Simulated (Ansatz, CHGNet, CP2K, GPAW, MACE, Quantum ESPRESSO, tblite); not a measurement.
# Generalised stacking fault on (111) (glide set) of a Ge-Sn solid solution (48 atoms) in GPAW, part 2 of 2

Aim: run generalised stacking fault on (111) (glide set) of a Ge-Sn solid solution (48 atoms) in GPAW and see how near its forces come to a plane-wave reference, and at what cost.

Program: GPAW 26.7.0; the method stands at each step. Banners, paths, timers and routine set-up lines are dropped from the logs unmarked, and long logs keep their key lines alone; longer cuts are marked.

So far. Step 3 (PBE, plane waves 550 eV): The run ends at a pressure of 8.36 GPa, with forces up to 5.2 eV/Å. Step 4 (PBE, LCAO szp(dzp), h 0.2 Å): Against the first run (6.2 %), the force difference from the reference is 15 %, at 0.92 times the CPU time, with 502 basis functions against 764: the smaller basis costs accuracy.

## Step 5: PBE, LCAO dzp, h 0.15 Å

Method: Kohn-Sham DFT, PBE, PAW, atomic orbitals (dzp).

File run.py:

```python
import numpy as np
from ase.io import read
from gpaw import GPAW, FermiDirac

atoms = read("structure.xyz")
atoms.calc = GPAW(
    mode="lcao",
    basis="dzp",
    h=0.15,
    xc="PBE",
    kpts={"size": (1, 1, 1), "gamma": True},
    occupations=FermiDirac(0.05),
    maxiter=200,
    symmetry={"point_group": False},
    txt="gpaw.txt",
)
energy = atoms.get_potential_energy(force_consistent=True)
forces = atoms.get_forces()
print(f"energy {energy:.6f} eV")
print("forces (eV/A)")
for i, (a, f) in enumerate(zip(atoms, forces)):
    print(f"{i:4d} {a.symbol:2s} {f[0]:10.5f} {f[1]:10.5f} {f[2]:10.5f}")
print(f"Fermi level {atoms.calc.get_fermi_level():.4f} eV")
for k in range(len(atoms.calc.get_ibz_k_points())):
    for s in range(atoms.calc.get_number_of_spins()):
        e = atoms.calc.get_eigenvalues(kpt=k, spin=s)
        n = np.searchsorted(e, atoms.calc.get_fermi_level())
        print(f"k {k} spin {s} levels about the Fermi level:", np.round(e[max(n - 6, 0):n], 4).tolist(), "|", np.round(e[n:n + 6], 4).tolist())
```

File structure.xyz:

```xyz
48
Lattice="8.33424 0.00000 0.00000 0.00000 7.21767 0.00000 3.81983 0.00000 20.51464" Properties=species:S:1:pos:R:3 pbc="T T T"
[... 48 atom lines left out: the same atoms as in the first run ...]
```

Started as:

```sh
OMP_NUM_THREADS=1 python run.py > output.txt
```

Log:

```text
energy -177.467071 eV
forces (eV/A)
   0 Ge    1.46304   -0.75789   -0.37976
   1 Sn    1.12882    0.51425   -0.97569
   2 Sn   -1.75545   -1.03551    1.49825
   3 Ge    0.50604    0.86725    0.03275
   4 Sn    3.41987    0.28150    2.50993
   5 Ge   -1.41759    0.24345    0.04170
   6 Ge    1.74286   -0.17097    0.35489
   7 Ge    0.00481   -0.47691   -0.70239
   8 Ge    3.85720   -2.39707    2.38967
   9 Ge   -1.92924    0.48015   -0.94094
  10 Sn   -1.21535   -1.71798   -0.63596
  11 Ge    1.32998   -2.40339    0.84733
  12 Sn   -0.52312    1.65797   -0.45351
  13 Sn    1.20148    0.23725    1.08612
  14 Ge   -0.38294    0.44052    0.30860
  15 Ge   -1.72514    1.05857   -0.87775
  16 Ge   -0.43598   -0.53506    0.39990
  17 Ge   -2.47520    0.92821   -0.66298
  18 Ge   -0.62072   -0.26791   -0.35043
  19 Ge   -1.35302   -0.85113   -0.44536
  20 Ge    1.76731   -1.40714   -1.17141
  21 Sn    1.87959    1.56606   -0.32909
  22 Ge    1.61281    0.26647    1.04295
  23 Ge   -1.57757    1.07189   -0.79848
[...]
40 Sn   -0.46286   -1.12456    0.68175
  41 Sn   -0.82354   -2.44223   -0.78876
  42 Sn    1.43849    2.30820    1.18310
  43 Ge    0.49436   -0.28451    0.24777
  44 Sn   -0.14974   -0.30556    0.43370
  45 Ge   -1.25757    0.91547    0.15313
  46 Ge    0.04356   -0.64630    0.35074
  47 Ge   -2.13862    0.97022   -1.18768
Fermi level 5.7657 eV
k 0 spin 0 levels about the Fermi level: [5.3367, 5.3858, 5.4191, 5.6056, 5.6805, 5.719] | [5.8035, 5.86, 5.9547, 6.0581, 6.2333, 6.2875]
```

gpaw.txt:

```text
Input parameters:
  mode=LCAO(),
  basis={'default': 'dzp'},
  h=0.15,
  kpts=MonkhorstPack(size=(1, 1, 1), gamma=True),
  maxiter=200,
  occupations=Occupations(name='fermi-dirac', width=0.05, fixmagmom=False),
  symmetry=Symmetry(point_group=False),
  xc=XC(name='PBE')
Unit cell  # Å
| periodic |        x |        y |         z |   lengths |    angles |
[... lines left out ...]
  Fermi-Dirac:
[... lines left out ...]
convergence criteria:
- Maximum [total energy] change in last 3 cyles: 0.0005 eV / valence electron
[... lines left out ...]
Converged in 16 steps
[... lines left out ...]
  Free energy:    -177.467071
  Extrapolated:   -177.349689
dipole moment: (-4.590169, -50.671952, -31.799946)  # |e|*Ang
Fermi level: 5.766
Eigenvalues  # (at kpt = [0.000, 0.000, 0.000])
| band index |      eig [eV] | occ [0-2] |
|------------|---------------|-----------|
|          0 |       -16.756 |     2.000 |
|        ... |               |           |
|        158 |         4.927 |     2.000 |
|        159 |         5.202 |     2.000 |
[...]
|        173 |         6.525 |     0.000 |
|        ... |               |           |
|        203 |         9.248 |     0.000 |
Gap: 0.084 eV
Transition (v -> c):
  (s=0, k=0, n=165, [0.00, 0.00, 0.00]) -> (s=0, k=0, n=166, [0.00, 0.00, 0.00])
No difference between direct/indirect transitions
Force computation time: 30.751  # s
timing:  # [seconds]
  Total:  272.855  # ━━━━━━━━━━━━━━━━━━━━━━━━━━━━━━━━━━━━━━━━━━━━━━━━━━━━━━━━
  Init:    11.255  # ━━╸
  SCF:    230.829  # ━━━━━━━━━━━━━━━━━━━━━━━━━━━━━━━━━━━━━━━━━━━━━━━╸
  Forces:  30.751  # ━━━━━━╸
```

Run time: 4.6 min. Hardware: 1 thread of Arm Neoverse V2, shared host; peak memory 2.7 GiB.

Numbers from this run, and their distance from the reference:

```yaml
r_m_s_force_component: 1.23 eV/Å
r_m_s_difference_of_force_components: 73.35 meV/Å
longest_difference_of_force_vectors: 270.4 meV/Å
force_difference_over_r_m_s_force: 6.247 %
slope_of_forces_against_the_reference_s: 1.047
correlation_of_force_components: 0.9992
energy_less_the_same_level_run_s: -13.4 meV/atom
r_m_s_force_difference_from_the_same_level_run: 10.27 meV/Å
```

Against the first run (6.2 %), the force difference from the reference is 6.2 %, at 2.1 times the CPU time: the change moves forces by 10 meV/Å r.m.s., so most of the difference comes from elsewhere.

## Step 6: Side by side

Differences are against the plane-wave reference, forces as r.m.s. over components; share is that over the reference's r.m.s. force, slope the least-squares factor from reference forces to these. Total energies of different programs have different zeros and aren't compared.

```tsv
run	Δ force, r.m.s. (meV/Å)	share (%)	slope	Δ pressure (GPa)	cores	CPU time	memory (GiB)
reference	-	-	-	-	4	63 s	1.7
GPAW PBE, LCAO dzp, h 0.2 Å	73.2	6.24	1.048	-	1	2.1 min	1.2
GPAW PBE, plane waves 550 eV	24.5	2.09	0.999	-0.131	2	6.1 min	1.5
GPAW PBE, LCAO szp(dzp), h 0.2 Å (coarse)	171	14.5	1.122	-	1	2 min	1.1
GPAW PBE, LCAO dzp, h 0.15 Å	73.3	6.25	1.047	-	1	4.6 min	2.7
```

Rows marked coarse were listed beforehand as settings not expected to be converged; some can still land near the reference.

CPU time is summed over cores on a shared host, where runs went side by side, so it is rough. Symmetry, cutoffs, thresholds, outputs and thread counts weren't matched or tuned between programs; memory under MPI is the largest rank's times the ranks.

Within one program, basis, potentials and functional, energies share a zero. Each run against its twin at the usual cutoff or grid and solver:

```tsv
run	twin	Δ energy (meV/atom)	Δ force, r.m.s. (meV/Å)	CPU time over the twin's
GPAW PBE, LCAO dzp, h 0.15 Å	LCAO dzp, h 0.2 Å	-13.4	10.3	2.1
```

## Step 7: Summary of results

```json
{"nearest in forces": "GPAW PBE, plane waves 550 eV, 2.1 %", "its CPU time": "6.1 min"}
```

**Reading.** PBE on plane waves or a grid with other potentials, cutoffs or grids, coarse settings apart, differs from the reference by 2.1 % (GPAW PBE, plane waves 550 eV) of the r.m.s. force; this holds the reference's own error, so differences of a few per cent don't tell which side is nearer the exact PBE result. The PBE runs in local orbitals, coarse settings apart, differ by 6.2 % in each run; basis, grid and potentials can all enter. Runs with settings chosen to be coarse differ by 15 % (GPAW PBE, LCAO szp(dzp), h 0.2 Å), their programs' other errors included. None of the electronic-structure runs in the table takes under half the reference's CPU time of 63 s; they take 1.9 to 5.8 times as much. GPAW PBE, LCAO szp(dzp), h 0.2 Å stiffens the forces by a factor of 1.12 while following their directions (correlation 0.998); the slopes of the 4 GPAW runs lie between 1.00 and 1.12. The potentials hold different valence shells: 672 electrons in the reference, 332 in GPAW; this bears on time and differences. GPAW's setups keep the filled d shell of Ge in the core. The reference's stress is far from hydrostatic: its diagonal is 16.1, 3.2, 6.1 GPa, compression counted positive. The host structure and its lattice constant were typed by rule, without a check against the phase diagram. The reference's pressure of 8.5 GPa belongs to a cell and atoms that aren't relaxed at this level. The electronic-structure runs sample only Γ, in a cell whose shortest periodic width is 7 Å, which is coarse for a cell with partly filled levels.

[Also dropped from logs without a mark: logging warnings of Python, and SIESTA's first energy breakdown and zero terms.]

[Logs are printed without paths, hosts, clocks, repeated set-up lines and the standing remarks that a program may print on its own settings, such as how far it seeks lower states.]

[Hosts, paths, dates, database ids (printed as entryN), source tags and the programs' standing remarks are cut or masked in the printed files.]
